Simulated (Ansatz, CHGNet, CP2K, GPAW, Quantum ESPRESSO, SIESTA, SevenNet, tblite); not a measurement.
# Random packing of 35PbO-65B2O3 (mol %) (67 atoms) in CP2K

Wanted: CP2K inputs and outputs for random packing of 35PbO-65B2O3 (mol %) (67 atoms), checked against a plane-wave reference.

Main program and level: CP2K 2026.2; the method is named at each step.

## (1) Set-up

The cell holds 67 atoms: 6 Pb, 39 O and 22 B. Cell: a = 9.376 Å, b = 9.376 Å, c = 9.376 Å, α = 90.0°, β = 90.0°, γ = 90.0°. 67 atoms (6 Pb, 39 O, 22 B) packed at random in a cube at 4.24 g/cm³ and pushed apart as soft spheres, cations and anions kept from their own kind; a start for melting by ab initio MD, not an equilibrated structure. Then every atom was moved at random, 0.02 Å r.m.s. a Cartesian component.

The yardstick, on the same geometry:

* method: Kohn-Sham DFT, PBE, SSSP efficiency 1.3.0 pseudopotentials, plane waves (Quantum ESPRESSO 7.5); sssp-pbe-1.3.0-efficiency, cutoffs 60/480 Ry, Γ point
* r.m.s. force component: 2.579 eV/Å
* longest force: 7.518 eV/Å
* pressure: -15.38 GPa
* time: 4.7 min on 4 MPI ranks of Arm Neoverse V2, shared host
* CPU time: 19 min

## (2) PBE, DZVP-MOLOPT-SR, 600/50 Ry, diagonalisation

Method: Kohn-Sham DFT, PBE, GTH-PBE pseudopotentials, Gaussian and plane waves, DZVP-MOLOPT-SR-GTH, diagonalisation.

Contents of input.inp:

```
&GLOBAL
  PROJECT cell
  RUN_TYPE ENERGY_FORCE
  PRINT_LEVEL LOW
&END GLOBAL
&FORCE_EVAL
  METHOD QS
  STRESS_TENSOR ANALYTICAL
  &DFT
    BASIS_SET_FILE_NAME BASIS_MOLOPT
    POTENTIAL_FILE_NAME GTH_POTENTIALS
    &MGRID
      CUTOFF 600
      REL_CUTOFF 50
      NGRIDS 5
    &END MGRID
    &QS
      EPS_DEFAULT 1.0E-12
    &END QS
    &SCF
      SCF_GUESS ATOMIC
      EPS_SCF 1.0E-06
      MAX_SCF 200
      ADDED_MOS 14
      &DIAGONALIZATION
        ALGORITHM STANDARD
      &END DIAGONALIZATION
      &SMEAR ON
        METHOD FERMI_DIRAC
        ELECTRONIC_TEMPERATURE [K] 580
      &END SMEAR
      &MIXING
        METHOD BROYDEN_MIXING
        ALPHA 0.3
        NBROYDEN 8
      &END MIXING
      &PRINT
        &RESTART OFF
        &END RESTART
      &END PRINT
    &END SCF
    &XC
      &XC_FUNCTIONAL PBE
      &END XC_FUNCTIONAL
    &END XC
    &PRINT
      &MULLIKEN ON
      &END MULLIKEN
      &LOWDIN ON
      &END LOWDIN
      &HIRSHFELD ON
      &END HIRSHFELD
      &MO ON
        EIGENVALUES T
        OCCUPATION_NUMBERS T
        MO_INDEX_RANGE 151 174
        &EACH
          QS_SCF 0
        &END EACH
        ADD_LAST NUMERIC
      &END MO
    &END PRINT
  &END DFT
  &SUBSYS
    &CELL
      A 9.37580 0.00000 0.00000
      B 0.00000 9.37580 0.00000
      C 0.00000 0.00000 9.37580
    &END CELL
    &COORD
      Pb 6.45552 8.70993 6.94025
      Pb 3.95715 5.19710 5.48822
      Pb 8.30096 9.30051 1.71146
      Pb 5.11422 5.30117 7.95340
      Pb 0.70825 3.07667 6.58003
      Pb 4.02081 8.73834 9.01989
      O 4.12920 3.35504 3.50824
      O 5.70864 7.54321 0.52739
      O 0.57277 4.14617 4.49363
      O 0.37325 0.38225 3.74066
      O 2.56344 4.05972 6.50052
      O 1.26836 1.81544 2.26454
      O 4.13013 7.28509 5.78234
      O 2.06596 6.71054 5.09106
      O 8.70890 4.84588 6.28563
      O 1.45287 0.82226 6.10815
      O 8.03994 9.27332 8.21020
      O 5.74933 2.85221 7.21627
      O 8.63839 2.12831 5.40318
      O 8.13257 2.07383 7.89817
      O 1.42250 4.16436 0.39275
      O 1.77081 6.49734 7.73916
      O 7.13864 1.35668 2.78105
      O 1.46103 5.30070 2.81330
      O 7.87595 7.72257 4.00365
      O 4.25943 6.35735 3.42292
      O 8.57464 4.17195 1.06359
      O 2.92956 0.73094 3.76682
      O 3.02491 1.88566 8.26739
      O 7.34097 4.26693 3.79907
      O 4.66352 9.26085 1.72937
      O 9.26704 7.80704 7.05838
      O 3.28612 6.06211 0.57980
      O 5.33399 2.48159 1.37665
      O 2.85868 0.93477 0.94639
      O 3.68141 3.94646 9.00921
      O 3.76767 0.35384 6.24325
      O 6.77289 1.12397 6.00933
      O 6.55125 5.82031 5.31730
      O 8.35074 7.49895 0.71322
      O 0.96805 9.08140 9.33202
      O 2.25554 7.88580 1.48644
      O 6.74936 5.35780 0.51389
      O 7.49023 6.67004 8.15432
      O 6.61153 0.41825 0.60502
      B 0.25849 6.86327 4.85807
      B 8.81616 6.35510 2.82990
      B 5.16250 5.22138 1.32255
      B 4.35590 1.91594 9.28917
      B 0.93683 6.77664 0.30153
      B 8.90457 0.15920 6.63882
      B 0.52561 5.36333 7.68862
      B 5.70330 9.34739 4.18808
      B 5.98167 8.32224 2.12831
      B 4.66005 2.02170 4.63155
      B 7.20755 4.32346 5.69449
[... 7 atom lines left out ...]
      B 6.45374 2.16225 0.49354
      B 1.30924 9.31148 2.70679
      B 8.14457 0.54192 4.25971
      B 6.99707 6.74917 0.88526
    &END COORD
    &KIND Pb
      BASIS_SET DZVP-MOLOPT-SR-GTH-q4
      POTENTIAL GTH-PBE-q4
    &END KIND
    &KIND O
      BASIS_SET DZVP-MOLOPT-SR-GTH-q6
      POTENTIAL GTH-PBE-q6
    &END KIND
    &KIND B
      BASIS_SET DZVP-MOLOPT-SR-GTH-q3
      POTENTIAL GTH-PBE-q3
    &END KIND
  &END SUBSYS
  &PRINT
    &FORCES ON
    &END FORCES
    &STRESS_TENSOR ON
    &END STRESS_TENSOR
  &END PRINT
&END FORCE_EVAL
```

The run is started by

```sh
$ OMP_NUM_THREADS=1 mpirun -np 4 cp2k.psmp -i input.inp > output.txt
```

Numbers of over 12 decimals in the logs are rounded to 6 here.

Output:

```text
CP2K| version string:                                       CP2K version 2026.2
 CP2K| Input file name                                                 input.inp
 GLOBAL| Basis set file name                                        BASIS_MOLOPT
 GLOBAL| Potential file name                                      GTH_POTENTIALS
 GLOBAL| Run type                                                   ENERGY_FORCE
 GLOBAL| Total number of message passing processes                             4
 GLOBAL| Number of threads for this process                                    1
 TOTAL NUMBERS AND MAXIMUM NUMBERS
  Total number of            - Atomic kinds:                                   3
                             - Atoms:                                         67
                             - Shell sets:                                    67
                             - Shells:                                       335
                             - Primitive Cartesian functions:                313
                             - Cartesian basis functions:                    938
                             - Spherical basis functions:                    871
  Maximum angular momentum of- Orbital basis functions:                        2
                             - Local part of the GTH pseudopotential:          2
                             - Non-local part of the GTH pseudopotential:      4
 SCF PARAMETERS         Density guess:                                    ATOMIC
                        max_scf:                                             200
                        eps_scf:                                        1.00E-06
                        added MOs                                        14    0
                        Mixing method:                            BROYDEN_MIXING
                                                charge density mixing in g-space
                        Smear method:                                FERMI_DIRAC
                        Electronic temperature [K]:                        580.0
                        Electronic temperature [a.u.]:                  1.84E-03
                        Accuracy threshold:                             1.00E-10
 Extrapolation method: initial_guess
 Number of electrons:                                                        324
 Number of occupied orbitals:                                                162
 Number of molecular orbitals:                                               176
 Number of orbital functions:                                                871
 Number of independent orbital functions:                                    871
 SCF WAVEFUNCTION OPTIMIZATION
  Step     Update method      Time    Convergence         Total energy    Change
     1 NoMix/Diag. 0.30E+00    1.8     1.55825407      -704.7232935105 -7.05E+02
 *** the last MO => Add more MOs for proper smearing.                   ***
     2 Broy./Diag. 0.30E+00    2.4     1.55745601      -656.4446818080  4.83E+01
 *** the last MO => Add more MOs for proper smearing.                   ***
     3 Broy./Diag. 0.30E+00    2.4     1.53007402      -731.8488723183 -7.54E+01
 *** the last MO => Add more MOs for proper smearing.                   ***
     4 Broy./Diag. 0.30E+00    2.4     1.05298164      -708.7776937561  2.31E+01
[...]
*** the last MO => Add more MOs for proper smearing.                   ***
    59 Broy./Diag. 0.30E+00    2.4     0.00000118      -704.4452984096  2.06E-08
 *** the last MO => Add more MOs for proper smearing.                   ***
    60 Broy./Diag. 0.30E+00    2.4     0.00000073      -704.4452971664  1.24E-06
  *** SCF run converged in    60 steps ***
  Electronic density on regular grids:       -324.0000000000        0.0000000000
  Core density on regular grids:              323.9999999997       -0.0000000003
  Total charge density on r-space grids:       -0.0000000003
  Total charge density g-space grids:          -0.0000000003
  Overlap energy of the core charge distribution:               9.03228e-07
  Self energy of the core charge distribution:              -1796.685766
  Core Hamiltonian energy:                                    496.861506
  Hartree energy:                                             755.343224
  Exchange-correlation energy:                               -159.949931
  Electronic entropic energy:                                  -0.014331
  Fermi energy:                                                 0.100241
  Total energy:                                              -704.445297
  Total energy (extrapolated to T->0):                       -704.438132
 MO| EIGENVALUES AND OCCUPATION NUMBERS
 MO|
 MO|  Index      Eigenvalue [a.u.]        Eigenvalue [eV]             Occupation
 MO|    151               0.078450               2.134732               1.999986
 MO|    152               0.080564               2.192256               1.999955
 MO|    153               0.081278               2.211697               1.999934
[...]
MO|    173               0.122084               3.322065               0.000014
 MO|    174               0.124336               3.383351               0.000004
 MO| Sum:                                                             324.000000
 MO| E(Fermi):            0.100241 a.u.          2.727693 eV
 !-----------------------------------------------------------------------------!
                     Mulliken Population Analysis
 #  Atom  Element  Kind  Atomic population                           Net charge
       1     Pb       1          2.945644                              1.054356
       2     Pb       1          2.954432                              1.045568
       3     Pb       1          2.868653                              1.131347
[...]
# Total charge                            324.000000                 -0.000000
 !-----------------------------------------------------------------------------!
 !-----------------------------------------------------------------------------!
                           Hirshfeld Charges
  #Atom  Element  Kind  Ref Charge     Population                    Net charge
      1       Pb     1       4.000          4.015                        -0.015
      2       Pb     1       4.000          3.860                         0.140
      3       Pb     1       4.000          4.316                        -0.316
[...]
66       B      3       3.000          2.307                         0.693
     67       B      3       3.000          2.299                         0.701
  Total Charge                                                           -0.000
 !-----------------------------------------------------------------------------!
 LOWDIN POPULATION ANALYSIS
 #  Atom  Element  Kind  Atomic population                           Net charge
[...]
66     B        3          2.593800                              0.406200
      67     B        3          3.017103                             -0.017103
 # Total charge                            324.000000                 -0.000000
 ENERGY| Total FORCE_EVAL ( QS ) energy [hartree]           -704.445300
 FORCES| Atomic forces [hartree/bohr]
 FORCES|   Atom     x               y               z               |f|
 FORCES|      1 -6.72142815E-02 -4.34698251E-02  2.26354670E-03   8.00781430E-02
 FORCES|      2 -1.20902869E-02  7.93834597E-03 -9.52004749E-02   9.62929011E-02
 FORCES|      3  5.23862107E-02  1.72142997E-02 -2.51958173E-02   6.06257074E-02
[...]
FORCES|     66  2.65789187E-02  3.78210007E-02  1.42521664E-02   4.83734562E-02
 FORCES|     67 -3.90092311E-03  2.24912363E-02 -7.24574465E-02   7.59681148E-02
 FORCES| Sum     6.61678662E-03 -5.49291380E-04  9.91139868E-04
 FORCES| Total atomic force                                       6.71311734E-03
 STRESS| Analytical stress tensor [bar]
 STRESS|                        x                   y                   z
 STRESS|      x       -1.47302792129E+05  -1.37267939174E+03   9.91147762069E+03
 STRESS|      y       -1.37267939174E+03  -1.51145770485E+05   1.74825338564E+03
 STRESS|      z        9.91147762069E+03   1.74825338564E+03  -1.33456471785E+05
 STRESS| 1/3 Trace                                            -1.43968344800E+05
```

The job ended after 2.5 min (4 MPI ranks of Arm Neoverse V2, shared host; peak memory 3.1 GiB; 10 min of CPU time).

Banners, paths, timers and routine set-up lines are dropped from the logs unmarked, and long logs keep their key lines alone; longer cuts are marked.

Numbers from this run, and their distance from the reference:

- r.m.s. force component: 2.556 eV/Å
- r.m.s. difference of force components: 83.36 meV/Å
- longest difference of force vectors: 306.6 meV/Å
- force difference over r.m.s. force: 3.232 %
- slope of forces against the reference's: 0.9904
- correlation of force components: 0.9995
- pressure: -14.4 GPa
- pressure difference: 0.9792 GPa

Length of the force difference by element (eV/Å):

```tsv
element	atoms	mean	most
B	22	0.10	0.28
O	39	0.12	0.31
Pb	6	0.24	0.30
```

A closer look about O44, which bears the longest force: 12 atoms, nearest first, numbered in the order of the input, with positions taken from that point.

```tsv
atom	x	y	z	distance (Å)	Mulliken charge (e)	Fx	Fy	Fz (eV/Å)
O44	0.00	0.00	0.00	0.00	-0.30	0.76	-3.38	-6.55
B62	0.44	-0.50	-1.28	1.44	0.19	-0.94	0.66	2.48
B67	-0.49	0.08	2.11	2.17	0.32	-0.20	1.16	-3.73
O40	0.86	0.83	1.93	2.27	-0.40	-1.28	-5.37	0.94
O43	-0.74	-1.31	1.74	2.30	-0.27	-3.28	0.26	4.07
O32	1.78	1.14	-1.10	2.38	-0.26	-0.74	2.67	-4.94
Pb1	-1.03	2.04	-1.21	2.59	1.05	-3.46	-2.24	0.12
O8	-1.78	0.87	1.75	2.64	-0.40	5.04	-2.34	4.42
O17	0.55	2.60	0.06	2.66	-0.36	3.37	1.52	-2.49
Pb4	-2.38	-1.37	-0.20	2.75	0.87	0.89	-0.20	0.89
B52	2.41	-1.31	-0.47	2.78	0.19	5.49	3.32	2.09
O15	1.22	-1.82	-1.87	2.88	-0.40	-4.76	3.79	0.71
```

Forces lie 3.2 % from the reference's, at 0.54 times its CPU time.

## (3) PBE, SZV-MOLOPT-SR, 600/50 Ry, diagonalisation

Method: Kohn-Sham DFT, PBE, GTH-PBE pseudopotentials, Gaussian and plane waves, SZV-MOLOPT-SR-GTH, diagonalisation.

input.inp: that of step 2 with these lines changed.

```diff
@@ -50,4 +50,2 @@
       &END LOWDIN
-      &HIRSHFELD ON
-      &END HIRSHFELD
       &MO ON
@@ -73,3 +71,3 @@
     &KIND Pb
-      BASIS_SET DZVP-MOLOPT-SR-GTH-q4
+      BASIS_SET SZV-MOLOPT-SR-GTH-q4
       POTENTIAL GTH-PBE-q4
@@ -77,3 +75,3 @@
     &KIND O
-      BASIS_SET DZVP-MOLOPT-SR-GTH-q6
+      BASIS_SET SZV-MOLOPT-SR-GTH-q6
       POTENTIAL GTH-PBE-q6
@@ -81,3 +79,3 @@
     &KIND B
-      BASIS_SET DZVP-MOLOPT-SR-GTH-q3
+      BASIS_SET SZV-MOLOPT-SR-GTH-q3
       POTENTIAL GTH-PBE-q3
```

The run is started by

```sh
$ OMP_NUM_THREADS=2 cp2k.psmp -i input.inp > output.txt
```

Output:

```text
CP2K| version string:                                       CP2K version 2026.2
 CP2K| Input file name                                                 input.inp
 GLOBAL| Basis set file name                                        BASIS_MOLOPT
 GLOBAL| Potential file name                                      GTH_POTENTIALS
 GLOBAL| Run type                                                   ENERGY_FORCE
 GLOBAL| Total number of message passing processes                             1
 GLOBAL| Number of threads for this process                                    2
[... lines left out ...]
                        Smear method:                                FERMI_DIRAC
[... lines left out ...]
 Number of electrons:                                                        324
[... lines left out ...]
  Step     Update method      Time    Convergence         Total energy    Change
[... lines left out ...]
  *** SCF run converged in    65 steps ***
[... lines left out ...]
  Fermi energy:                                                 0.130214
  Total energy:                                              -702.956445
  Total energy (extrapolated to T->0):                       -702.949171
[... lines left out ...]
 MO| E(Fermi):            0.130214 a.u.          3.543303 eV
[... lines left out ...]
      66     B        3          2.640647                              0.359353
      67     B        3          2.589621                              0.410379
 # Total charge                            324.000000                 -0.000000
 ENERGY| Total FORCE_EVAL ( QS ) energy [hartree]           -702.956446
 FORCES| Atomic forces [hartree/bohr]
 FORCES|   Atom     x               y               z               |f|
 FORCES|      1 -8.76701288E-02 -6.35493997E-02  6.31755280E-03   1.08464230E-01
 FORCES|      2 -1.04507692E-02 -6.63098289E-03 -1.02127195E-01   1.02874450E-01
 FORCES|      3  5.98375163E-02  1.78304766E-02 -3.06142000E-02   6.95390789E-02
[...]
FORCES|     66  2.46545632E-02  3.97651793E-02  2.14857360E-02   5.14854719E-02
 FORCES|     67  1.05771596E-02  4.15877657E-02 -5.30753099E-02   6.82525244E-02
 FORCES| Sum     5.79005974E-03  2.17505600E-04  1.56563000E-03
 FORCES| Total atomic force                                       6.00194117E-03
 STRESS| Analytical stress tensor [bar]
 STRESS|                        x                   y                   z
 STRESS|      x       -5.71440884159E+04  -6.44731878292E+03   1.05119236236E+04
 STRESS|      y       -6.44731878292E+03  -5.70312461451E+04   1.54627483191E+04
 STRESS|      z        1.05119236236E+04   1.54627483191E+04  -3.05669489327E+04
 STRESS| 1/3 Trace                                            -4.82474278313E+04
```

It took 3.3 min on 2 threads; peak memory 2.1 GiB; 5.9 min of CPU time.

Against the reference:

* r.m.s. force component: 2.286 eV/Å
* r.m.s. difference of force components: 888 meV/Å
* longest difference of force vectors: 3798 meV/Å
* force difference over r.m.s. force: 34.43 %
* slope of forces against the reference's: 0.8333
* correlation of force components: 0.9404
* pressure: -4.825 GPa
* pressure difference: 10.55 GPa

This is a coarse setting, run to see what it loses.

Against the first run (3.2 %), the force difference from the reference is 34 %, at 0.58 times the CPU time (on 2 against 4 cores), with 268 basis functions against 871: the smaller basis costs accuracy.

(Continued in part 2 of 2.)

[Also dropped from logs without a mark: logging warnings of Python, and SIESTA's first energy breakdown and zero terms.]

[Logs are printed without paths, hosts, clocks, repeated set-up lines and the standing remarks that a program may print on its own settings, such as how far it seeks lower states.]

[Hosts, paths, dates, database ids (printed as entryN), source tags and the programs' standing remarks are cut or masked in the printed files.]
